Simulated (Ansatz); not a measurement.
## Pt wire along [100], 21 atoms a period: bands along the axis

Aim: is the Pt wire along [100], 21 atoms a period a metal or a semiconductor?

Program: Ansatz 0.2.0. Level of theory: DFT PBE, plane waves, PAW; relaxation of a wire's period; PAW set soft_1, in the first sound run; inputs show where later runs differ. Results are calculated unless marked as measured.

### 1. Set-up

The cell holds 21 atoms: 21 Pt. Cell: a = 14.740 Å, b = 14.740 Å, c = 3.970 Å, α = 90.0°, β = 90.0°, γ = 90.0°. Vacuum lies along a and b. The structure's axis is c.

### 2. Relaxation of atoms and period

Band widths follow the bond lengths, so the wire is relaxed first. The atoms and the third cell vector are free; the box across stays fixed as vacuum. A Fermi-Dirac smearing is set since the result may be a metal. The pressure printed is a third of the stress's trace over the whole box, vacuum included; only the stress along the axis is relaxed.

File input.yaml:

```yaml
crystal:
  lattice:
    - [14.74, 0.0, 0.0]
    - [0.0, 14.74, 0.0]
    - [0.0, 0.0, 3.97]
  atoms:
    - { symbol: Pt, position: [0.230664858, 0.5, 0.0] }
    - { symbol: Pt, position: [0.365332429, 0.365332429, 0.0] }
    - { symbol: Pt, position: [0.365332429, 0.634667571, 0.0] }
    - { symbol: Pt, position: [0.5, 0.230664858, 0.0] }
    - { symbol: Pt, position: [0.5, 0.5, 0.0] }
    - { symbol: Pt, position: [0.5, 0.769335142, 0.0] }
    - { symbol: Pt, position: [0.634667571, 0.365332429, 0.0] }
    - { symbol: Pt, position: [0.634667571, 0.634667571, 0.0] }
    - { symbol: Pt, position: [0.769335142, 0.5, 0.0] }
    - { symbol: Pt, position: [0.230664858, 0.365332429, 0.5] }
    - { symbol: Pt, position: [0.230664858, 0.634667571, 0.5] }
    - { symbol: Pt, position: [0.365332429, 0.230664858, 0.5] }
    - { symbol: Pt, position: [0.365332429, 0.5, 0.5] }
    - { symbol: Pt, position: [0.365332429, 0.769335142, 0.5] }
    - { symbol: Pt, position: [0.5, 0.365332429, 0.5] }
    - { symbol: Pt, position: [0.5, 0.634667571, 0.5] }
    - { symbol: Pt, position: [0.634667571, 0.230664858, 0.5] }
    - { symbol: Pt, position: [0.634667571, 0.5, 0.5] }
    - { symbol: Pt, position: [0.634667571, 0.769335142, 0.5] }
    - { symbol: Pt, position: [0.769335142, 0.365332429, 0.5] }
    - { symbol: Pt, position: [0.769335142, 0.634667571, 0.5] }
kpoints:
  mp_grid: { grid: [1, 1, 21] }
scf:
  occupations: { method: fermi_dirac, width: 0.05 }
hamiltonian:
  xc: pbe
  pseudopotentials: { kind: paw, azcp: { folder: soft_1 } }
relax:
  cell: { fix: [a, b, alpha, beta, gamma] }
  max_steps: 45
  f_tol: 0.03
```

Launch:

```
ansatz run input.yaml --threads 8 --pin off --max-ram 16384MiB --backend cpu --events-out ev --progress --plain --runs-dir out
```

Numbers of over 12 decimals in the logs are rounded to 6 here.

Log:

```text
Engine: ansatz 0.2.0, aarch64-unknown-linux-gnu
Pseudopotentials: kind: paw
Pseudopotential: Pt, paw, valence charge 18, recommended cutoff 420 eV (normal), soft_1/Pt.paw.azcp
Functional definition: PBE
  parameter kappa = 0.804
  parameter beta = 0.066725
  exchange = pbe_x(kappa = kappa, mu = beta*pi^2/3)
  correlation = pbe_c(beta = beta)
Crystal: 21 atoms, lattice volume = 862.552 Å³
Basis set: ecut = 420 eV, 16921 PW (Γ), exchange–correlation on 200×200×54 points (8 copies of the dense FFT grid, shifted against one another)
Bands: 227, of which v1, the nominal top of the filled ones, is band 189 counted from 1 (188 counted from 0)
Symmetry: 16 space group operations
Space group: P4/mmm (ITA 123), of the structure as read, at distance tolerance 9.5e-5 Å
k-points: 11 of 21
Non-local potential: Pt, projectors of the file, l = 0: 3, l = 1: 2, l = 2: 2, l = 3: 1
PAW form: soft (Blöchl's): semilocal exchange-correlation on the pseudo side does not see the compensation charge
PAW one-centre angular grid: Pt, 590 points (default); XC on 64 Gauss nodes
Initial density: superposition of atomic densities (neutral atoms: chi_scale 0, normalization atom)
Initial wavefunctions: pseudopotential atomic-orbital guess
Functional: x = pbe(κ = 0.804, μ = 0.219515), c = pbe(β = 0.066725)
SCF iter   1: F=—  HF=-263008.189998 eV  |F-HF|=—  |Δ(HF+E_count)|=         —  Δρ=5.44e-2  dr2=4.03e1  ethr=3.10e-3  ⟨swp⟩=6.1  Hψ=8742  notcnv=0  defer=131
preconditioner: auto → LDOS  [metal: Δε(μ)=0.020 eV  Ē_g=6.095 eV  σ=0.050 eV  W_gap=0.10  n_scr=210 (ndim 8)  ℏωp=18.3 eV  f_vac=0.511  D(μ)=34.90/eV (n_scr^D=306)  β→1.0]
SCF iter   2: F=—  HF=-263007.544142 eV  |F-HF|=—  |Δ(HF+E_count)|=   6.46e-1  Δρ=4.20e-2  dr2=2.39e1  ethr=3.10e-3  ⟨swp⟩=3.0  Hψ=6428  notcnv=0  defer=219
SCF iter   3: F=—  HF=-263001.608198 eV  |F-HF|=—  |Δ(HF+E_count)|=    5.94e0  Δρ=1.23e-2  dr2=3.54e0  ethr=3.10e-3  ⟨swp⟩=2.0  Hψ=4914  notcnv=0  defer=228
SCF iter   4: F=—  HF=-263001.356250 eV  |F-HF|=—  |Δ(HF+E_count)|=   2.52e-1  Δρ=3.40e-3  dr2=5.23e-1  ethr=9.37e-4  ⟨swp⟩=2.0  Hψ=4134  notcnv=0  defer=231
SCF iter   5: F=—  HF=-263001.319603 eV  |F-HF|=—  |Δ(HF+E_count)|=   3.66e-2  Δρ=1.79e-3  dr2=4.51e-2  ethr=1.38e-4  ⟨swp⟩=2.0  Hψ=3463  notcnv=0  defer=231
SCF iter   6: F=—  HF=-263001.316560 eV  |F-HF|=—  |Δ(HF+E_count)|=   3.04e-3  Δρ=8.45e-4  dr2=1.37e-2  ethr=1.19e-5  ⟨swp⟩=2.0  Hψ=3523  notcnv=0  defer=231
SCF iter   7: F=—  HF=-263001.315762 eV  |F-HF|=—  |Δ(HF+E_count)|=   7.98e-4  Δρ=5.78e-4  dr2=5.82e-3  ethr=3.63e-6  ⟨swp⟩=2.0  Hψ=2822  notcnv=0  defer=231
SCF iter   8: F=—  HF=-263001.315413 eV  |F-HF|=—  |Δ(HF+E_count)|=   3.49e-4  Δρ=1.87e-4  dr2=1.05e-3  ethr=1.54e-6  ⟨swp⟩=2.0  Hψ=3394  notcnv=0  defer=231
SCF iter   9: F=—  HF=-263001.315380 eV  |F-HF|=—  |Δ(HF+E_count)|=   3.27e-5  Δρ=6.59e-5  dr2=5.31e-5  ethr=2.77e-7  ⟨swp⟩=1.9  Hψ=2341  notcnv=0  defer=231
SCF iter  10: F=—  HF=-263001.314042 eV  |F-HF|=—  |Δ(HF+E_count)|=   1.34e-3  Δρ=2.41e-5  dr2=7.82e-6  ethr=1.40e-8  ⟨swp⟩=2.1  Hψ=3571  notcnv=0  defer=231
SCF iter  11: F=—  HF=-263001.314044 eV  |F-HF|=—  |Δ(HF+E_count)|=   2.23e-6  Δρ=8.77e-6  dr2=1.82e-6  ethr=2.07e-9  ⟨swp⟩=2.0  Hψ=3374  notcnv=0  defer=231
SCF iter  12: F=—  HF=-263001.314044 eV  |F-HF|=—  |Δ(HF+E_count)|=   1.01e-7  Δρ=4.58e-6  dr2=3.41e-7  ethr=4.81e-10  ⟨swp⟩=2.0  Hψ=3293  notcnv=0  defer=231
SCF iter  13: F=—  HF=-263001.314044 eV  |F-HF|=—  |Δ(HF+E_count)|=   1.46e-8  Δρ=2.16e-6  dr2=1.18e-7  ethr=2.65e-11  ⟨swp⟩=5.0  Hψ=8291  notcnv=0
SCF iter  14: F=-263001.314044 eV  HF=-263001.314044 eV  |F-HF|=1.00e-8  |Δ(HF+E_count)|=   7.22e-9  Δρ=9.07e-7  dr2=1.40e-8  ethr=2.65e-11  ⟨swp⟩=4.0  Hψ=6684  notcnv=0
SCF 1 converged in 14 iterations: F = -263001.314044 eV  dr2 = 1.40e-8
  greatest PAW one-centre occupation: 1.000 electrons in one spin orbital (limit 2), on the Pt atom at site 15 (counted from 0), in its partial waves of l = 0
relax step   1: F+E_penalty+E_count = -263001.31404409 eV  Δ(F+E_penalty+E_count) = +0.000e0 eV  max|allowed force component| = 1.069e0 eV/Å  Δτ_max = 0.0000 Å  P = -4.569 GPa  Ω = 862.552 Å³  fix = [a, b, alpha, beta, gamma]  reactions: a -3.956, b -3.956 GPa  (14 SCF iters, dr2 threshold 1.00e-7 eV, accepted)
Crystal: 21 atoms, lattice volume = 824.907 Å³
Basis set: ecut = 420 eV, 16185 PW (Γ), exchange–correlation on 200×200×54 points (8 copies of the dense FFT grid, shifted against one another)
Initial density: handed on by an earlier stage of this run
Initial wavefunctions: those handed on with the density
iter 1 solved again at ethr=1.10e-3 eV; its pass at ethr=3.10e-3 eV (dr2=4.16e0 eV) is discarded
SCF iter   1: F=—  HF=-263003.074388 eV  |F-HF|=—  |Δ(HF+E_count)|=         —  Δρ=1.77e-2  dr2=4.16e0  ethr=1.10e-3  ⟨swp⟩=3.4  Hψ=12814  notcnv=0
preconditioner: auto → LDOS  [metal: Δε(μ)=0.011 eV  Ē_g=6.747 eV  σ=0.050 eV  W_gap=0.05  n_scr=194 (ndim 8)  ℏωp=18.7 eV  f_vac=0.527  D(μ)=44.32/eV (n_scr^D=418)  β→1.0]
SCF iter   2: F=—  HF=-263002.797739 eV  |F-HF|=—  |Δ(HF+E_count)|=   2.77e-1  Δρ=7.53e-3  dr2=1.04e0  ethr=1.10e-3  ⟨swp⟩=2.7  Hψ=3583  notcnv=0
SCF iter   3: F=—  HF=-263002.750093 eV  |F-HF|=—  |Δ(HF+E_count)|=   4.76e-2  Δρ=5.09e-3  dr2=4.03e-1  ethr=2.75e-4  ⟨swp⟩=2.9  Hψ=3717  notcnv=0  defer=24
SCF iter   4: F=—  HF=-263002.701658 eV  |F-HF|=—  |Δ(HF+E_count)|=   4.84e-2  Δρ=1.75e-3  dr2=6.27e-2  ethr=1.07e-4  ⟨swp⟩=2.0  Hψ=3538  notcnv=0  defer=191
SCF iter   5: F=—  HF=-263002.698407 eV  |F-HF|=—  |Δ(HF+E_count)|=   3.25e-3  Δρ=6.37e-4  dr2=4.87e-3  ethr=1.66e-5  ⟨swp⟩=2.2  Hψ=3576  notcnv=0  defer=214
SCF iter   6: F=—  HF=-263002.698049 eV  |F-HF|=—  |Δ(HF+E_count)|=   3.58e-4  Δρ=2.30e-4  dr2=1.53e-3  ethr=1.29e-6  ⟨swp⟩=2.2  Hψ=3441  notcnv=0  defer=214
SCF iter   7: F=—  HF=-263002.696486 eV  |F-HF|=—  |Δ(HF+E_count)|=   1.56e-3  Δρ=1.55e-4  dr2=3.95e-4  ethr=4.05e-7  ⟨swp⟩=2.8  Hψ=3456  notcnv=0  defer=214
SCF iter   8: F=—  HF=-263002.696477 eV  |F-HF|=—  |Δ(HF+E_count)|=   8.34e-6  Δρ=5.79e-5  dr2=8.82e-5  ethr=1.05e-7  ⟨swp⟩=2.0  Hψ=3371  notcnv=0  defer=214
SCF iter   9: F=—  HF=-263002.696471 eV  |F-HF|=—  |Δ(HF+E_count)|=   6.69e-6  Δρ=2.87e-5  dr2=1.26e-5  ethr=2.33e-8  ⟨swp⟩=2.0  Hψ=3371  notcnv=0  defer=214
SCF iter  10: F=—  HF=-263002.696470 eV  |F-HF|=—  |Δ(HF+E_count)|=   2.84e-7  Δρ=1.54e-5  dr2=4.11e-6  ethr=3.33e-9  ⟨swp⟩=2.0  Hψ=3391  notcnv=0  defer=214
SCF iter  11: F=-263002.696469 eV  HF=-263002.696470 eV  |F-HF|=9.38e-7  |Δ(HF+E_count)|=   3.24e-7  Δρ=7.85e-6  dr2=1.04e-6  ethr=5.56e-10  ⟨swp⟩=4.5  Hψ=7035  notcnv=0
[...]
relax step   7: F+E_penalty+E_count = -263003.40225249 eV  Δ(F+E_penalty+E_count) = -2.217e-3 eV  max|allowed force component| = 9.676e-3 eV/Å  Δτ_max = 0.0194 Å  P = -0.006 GPa  Ω = 844.819 Å³  energy of the carried Pulay correction = +2.968e-3 eV  fix = [a, b, alpha, beta, gamma]  reactions: a -0.028, b -0.028 GPa  (9 SCF iters, dr2 threshold 1.40e-7 eV, accepted)
[...]
relax step   8: F+E_penalty+E_count = -263003.39776207 eV  Δ(F+E_penalty+E_count) = +4.490e-3 eV  max|allowed force component| = 9.329e-3 eV/Å  Δτ_max = 0.0000 Å  P = +0.004 GPa  Ω = 844.819 Å³  fix = [a, b, alpha, beta, gamma]  reactions: a -0.021, b -0.021 GPa  stress off target by 5.34e-2 GPa on what of the cell is left free  SCF on the basis re-selected at this cell (its energy is not comparable with the rows above)  (8 SCF iters)
[...]
relax step   9: F+E_penalty+E_count = -263003.39805183 eV  Δ(F+E_penalty+E_count) = -2.898e-4 eV  max|allowed force component| = 2.954e-3 eV/Å  Δτ_max = 0.0056 Å  P = -0.004 GPa  Ω = 845.479 Å³  energy of the carried Pulay correction = -1.580e-4 eV  fix = [a, b, alpha, beta, gamma]  reactions: a -0.016, b -0.016 GPa  (8 SCF iters, dr2 threshold 7.13e-9 eV, accepted)
iter 1 solved again at ethr=7.54e-7 eV; its pass at ethr=3.10e-3 eV (dr2=2.85e-3 eV) is discarded
SCF iter   1: F=—  HF=-263003.398313 eV  |F-HF|=—  |Δ(HF+E_count)|=         —  Δρ=7.20e-5  dr2=3.93e-6  ethr=7.54e-7  ⟨swp⟩=4.5  Hψ=17739  notcnv=0
eigensolver tolerance schedule: the retry pair's looser diagonalisation over-reported the residual by 722.98 of it (diagonalisation noise at 0.21 of the residual, at the tolerance the schedule requests for it); recorded, not acted on — ethr = c·dr2/N_el stays at c = 1.0e-1
preconditioner: auto → LDOS  [metal: Δε(μ)=0.006 eV  Ē_g=6.539 eV  σ=0.050 eV  W_gap=0.03  n_scr=194 (ndim 8)  ℏωp=18.5 eV  f_vac=0.522  D(μ)=39.65/eV (n_scr^D=346)  β→1.0]
SCF iter   2: F=—  HF=-263003.398259 eV  |F-HF|=—  |Δ(HF+E_count)|=   5.43e-5  Δρ=8.35e-6  dr2=5.17e-6  ethr=1.04e-9  ⟨swp⟩=5.2  Hψ=7389  notcnv=0
SCF iter   3: F=—  HF=-263003.398260 eV  |F-HF|=—  |Δ(HF+E_count)|=   1.34e-6  Δρ=4.07e-6  dr2=4.22e-7  ethr=1.04e-9  ⟨swp⟩=2.0  Hψ=3466  notcnv=0
SCF iter   4: F=—  HF=-263003.398253 eV  |F-HF|=—  |Δ(HF+E_count)|=   6.99e-6  Δρ=2.65e-6  dr2=3.68e-7  ethr=1.12e-10  ⟨swp⟩=2.5  Hψ=3707  notcnv=0
SCF iter   5: F=—  HF=-263003.398260 eV  |F-HF|=—  |Δ(HF+E_count)|=   6.59e-6  Δρ=9.68e-7  dr2=1.32e-8  ethr=9.74e-11  ⟨swp⟩=2.3  Hψ=3628  notcnv=0
SCF iter   6: F=—  HF=-263003.398260 eV  |F-HF|=—  |Δ(HF+E_count)|=   3.66e-8  Δρ=2.32e-7  dr2=1.00e-9  ethr=3.49e-12  ⟨swp⟩=3.4  Hψ=4961  notcnv=0
SCF iter   7: F=-263003.398260 eV  HF=-263003.398260 eV  |F-HF|=6.98e-10  |Δ(HF+E_count)|=   2.15e-9  Δρ=1.03e-7  dr2=1.57e-10  ethr=1.00e-12  ⟨swp⟩=5.0  Hψ=9061  notcnv=0
SCF 10 converged in 7 iterations: F = -263003.398260 eV  dr2 = 1.57e-10
relax step  10: F+E_penalty+E_count = -263003.39825979 eV  Δ(F+E_penalty+E_count) = -2.080e-4 eV  max|allowed force component| = 2.936e-3 eV/Å  Δτ_max = 0.0000 Å  P = -0.004 GPa  Ω = 845.479 Å³  fix = [a, b, alpha, beta, gamma]  reactions: a -0.016, b -0.016 GPa  stress off target by 1.99e-2 GPa on what of the cell is left free  SCF on the basis re-selected at this cell (its energy is not comparable with the rows above)  (7 SCF iters)
basis re-selected at this cell: Δ(F+E_penalty+E_count) = -2.080e-4 eV, ΔP = -0.000 GPa vs the last step (what re-selecting the basis moved, of the pressure what is left beyond the Pulay correction that the steps carried, after the strain that the cell walked since its last selection, with what the two solves' SCF thresholds leave and, on support functions, any second-order correction that the steps lacked; it is no m [...]
SCF converged after 7 iterations
Free energy (F): -263003.398260 eV
Harris-Foulkes:  -263003.398260 eV  (|F-HF|=6.98e-10)
Internal energy: -263003.077776 eV  (E = F + TS)
E sigma→0 (E₀):  -263003.238018 eV
Entropy (-TS):   -0.320484 eV (-15.261 meV/atom)
Fermi energy:    5.419790 eV
--- Per-component energies (eV) ---
  E_band       = -9278.642361
  E_kinetic    = 12527.437392
  E_local      = -236769.088538  (includes V_loc(G=0)·N_el)
  E_nonlocal   = 4289.139914
  E_hartree    = 111511.932111
  E_xc         = -4858.124257
  E_vxc        = -5668.962802  (∫ρ·V_xc dr)
  E_paw        = -199167.189627  (= ΣΔE_a)
  E_vpaw       = -6681.056776  (= ΣTr[D̂ρ^β])
  E_aug_tail   = 0.023298  (compensation charges beyond the density's cutoff)
  E_ewald      = 49462.791929
  E_smearing   = -0.320484  (= −TS)
  E_closure    = 0.000000  (closes the sum)
  Σ components = -263003.398260   (vs F -263003.398260, Δ=0.00e0)
--- Forces (eV/Å), atoms counted from 1 ---
  atom   1  Pt     0.00170528     0.00000000     0.00000000
  atom   2  Pt     0.00293579     0.00293579     0.00000000
  atom   3  Pt     0.00293579    -0.00293579     0.00000000
  atom   4  Pt     0.00000000     0.00170528     0.00000000
  atom   5  Pt     0.00000000     0.00000000     0.00000000
  atom   6  Pt     0.00000000    -0.00170528     0.00000000
  atom   7  Pt    -0.00293579     0.00293579     0.00000000
  atom   8  Pt    -0.00293579    -0.00293579     0.00000000
  atom   9  Pt    -0.00170528     0.00000000     0.00000000
  atom  10  Pt    -0.00103617     0.00034852     0.00000000
  atom  11  Pt    -0.00103617    -0.00034852     0.00000000
  atom  12  Pt     0.00034852    -0.00103617     0.00000000
  atom  13  Pt    -0.00062460     0.00000000     0.00000000
  atom  14  Pt     0.00034852     0.00103617     0.00000000
  atom  15  Pt     0.00000000    -0.00062460     0.00000000
  atom  16  Pt     0.00000000     0.00062460     0.00000000
  atom  17  Pt    -0.00034852    -0.00103617     0.00000000
  atom  18  Pt     0.00062460     0.00000000     0.00000000
  atom  19  Pt    -0.00034852     0.00103617     0.00000000
  atom  20  Pt     0.00103617     0.00034852     0.00000000
  atom  21  Pt     0.00103617    -0.00034852     0.00000000
  max |Σ_I F_I| component: 1.30e-18 eV/Å
--- Stress (GPa, compression-positive) ---
       -0.015885       0.000000       0.000000
        0.000000      -0.015885       0.000000
        0.000000       0.000000       0.019871
  P = ⅓ Tr σ = -0.0040 GPa (-0.040 kbar)
--- Relaxed structure (8 steps of the walk, 8 accepted, 2 SCFs on fresh bases) ---
  F+E_penalty+E_count = -263003.39825979 eV   max|allowed force component| = 2.936e-3 eV/Å   (the final SCF, on the basis selected at the relaxed cell)
  cell:  # Å, volume = 845.4789 Å³
    - [14.74, 0.0, 0.0]
    - [0.0, 14.74, 0.0]
    - [0.0, 0.0, 3.891417]
  atoms:
    - { symbol: Pt, position: [0.234193, 0.5, 0.0] }
    - { symbol: Pt, position: [0.348999, 0.348999, 0.0] }
    - { symbol: Pt, position: [0.348999, 0.651001, 0.0] }
    - { symbol: Pt, position: [0.5, 0.234193, 0.0] }
    - { symbol: Pt, position: [0.5, 0.5, 0.0] }
    - { symbol: Pt, position: [0.5, 0.765807, 0.0] }
    - { symbol: Pt, position: [0.651001, 0.348999, 0.0] }
    - { symbol: Pt, position: [0.651001, 0.651001, 0.0] }
    - { symbol: Pt, position: [0.765807, 0.5, 0.0] }
    - { symbol: Pt, position: [0.234095, 0.378603, 0.5] }
    - { symbol: Pt, position: [0.234095, 0.621397, 0.5] }
    - { symbol: Pt, position: [0.378603, 0.234095, 0.5] }
    - { symbol: Pt, position: [0.371262, 0.5, 0.5] }
    - { symbol: Pt, position: [0.378603, 0.765905, 0.5] }
    - { symbol: Pt, position: [0.5, 0.371262, 0.5] }
    - { symbol: Pt, position: [0.5, 0.628738, 0.5] }
    - { symbol: Pt, position: [0.621397, 0.234095, 0.5] }
    - { symbol: Pt, position: [0.628738, 0.5, 0.5] }
    - { symbol: Pt, position: [0.621397, 0.765905, 0.5] }
    - { symbol: Pt, position: [0.765905, 0.378603, 0.5] }
    - { symbol: Pt, position: [0.765905, 0.621397, 0.5] }
```

The job ended after 4 min (8 threads of Arm Neoverse V2, shared host; peak memory 6.7 GiB; 31 min of CPU time).

[end of part 1 of 2]

[Logs are printed without paths, hosts, clocks, repeated set-up lines and the standing remarks that a program may print on its own settings, such as how far it seeks lower states.]

[Hosts, paths, dates, database ids (printed as entryN), source tags and the programs' standing remarks are cut or masked in the printed files.]
